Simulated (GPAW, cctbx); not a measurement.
## LiCu2Se2: what bonding does to one electron reflection, worked out

LiCu2Se2, I4/mmm (no. 139), a = 3.7056 Å, b = 3.7056 Å, c = 13.5304 Å, α = 90.00°, β = 90.00°, γ = 90.00°.

```
atom  mult.    x    y       z
 Se1      4  1/2  1/2  0.1278
 Cu1      4  1/2    0     1/4
 Li1      2    0    0       0
```

The cell comes from substitution in a known structure type and wasn't matched to any measured phase.

A DFT run (GPAW, PBE, 550 eV, 5×5×5 k-points, Fermi–Dirac width 0.05 eV) gives the static X-ray structure factor of 110 as 18.584 e for the conventional cell; superposed free atoms give 18.028 e. **Problem.** Find the Fourier component V of the crystal potential and the two-beam extinction distance at 200 kV in both cases.

## 1. Geometry

The cell volume is Ω = 185.80 Å³ and d(110) = 2.6203 Å, so g = 1/d = 0.3816 Å⁻¹.

## 2. The nuclei

Electrons feel nuclei as well as electrons, so the nuclear charges are summed with the same phases.

Phase sums Σ exp(2πi h·x), turned so that the total is real and positive: Se +4.000, Cu -4.000, Li +2.000. Then F_Z = 34 × (+4.000) + 29 × (-4.000) + 3 × (+2.000) = 26.00 e. The electron term has the same sign for this reflection.

## 3. Mott–Bethe

Poisson's equation, term by term, gives V = (e/4πε₀)(F_Z − F)/(πΩg²), with e/4πε₀ = 14.3996 V Å.

The prefactor is 14.3996 × 2.6203²/(π × 185.80) = 0.16938 V per electron. Free atoms: (26.00 − 18.028) × 0.16938 = 1.350 V. Crystal: (26.00 − 18.584) × 0.16938 = 1.256 V. F changes by +3.08 % and V by -7.0 %: the same 0.56 e is measured against F_Z − F = 8.0 e in place of F = 18.0 e.

## 4. Extinction distance

In the two-beam case ξ = 1/(λU) with U = 2γm₀eV/h², that is ξ = 150.41 V Å²/(γλV).

At 200 kV, λ = 0.02508 Å and γ = 1.3914. Free atoms: ξ = 3192 Å. Crystal: ξ = 3431 Å. The thickness fringes go as sin²(πt/ξ), so the two patterns slip by a quarter of a period when t|1/ξ₁ − 1/ξ₀| = 1/4, at t ≈ 1144 nm, thicker than usual samples. Thermal motion, absorption and many-beam coupling, left out here, change a real pattern.

## 5. Answer

V(110) is 1.26 V against 1.35 V, and ξ is 3431 against 3192 Å. Limits: static atoms, two beams.

[Outputs are excerpts: Python notices, other lines and further rows are left out; steps that failed or that the build refused (PBEsol, TPSS) are not shown.]

[Logs are printed without paths, hosts, clocks, repeated set-up lines and the standing remarks that a program may print on its own settings, such as how far it seeks lower states.]
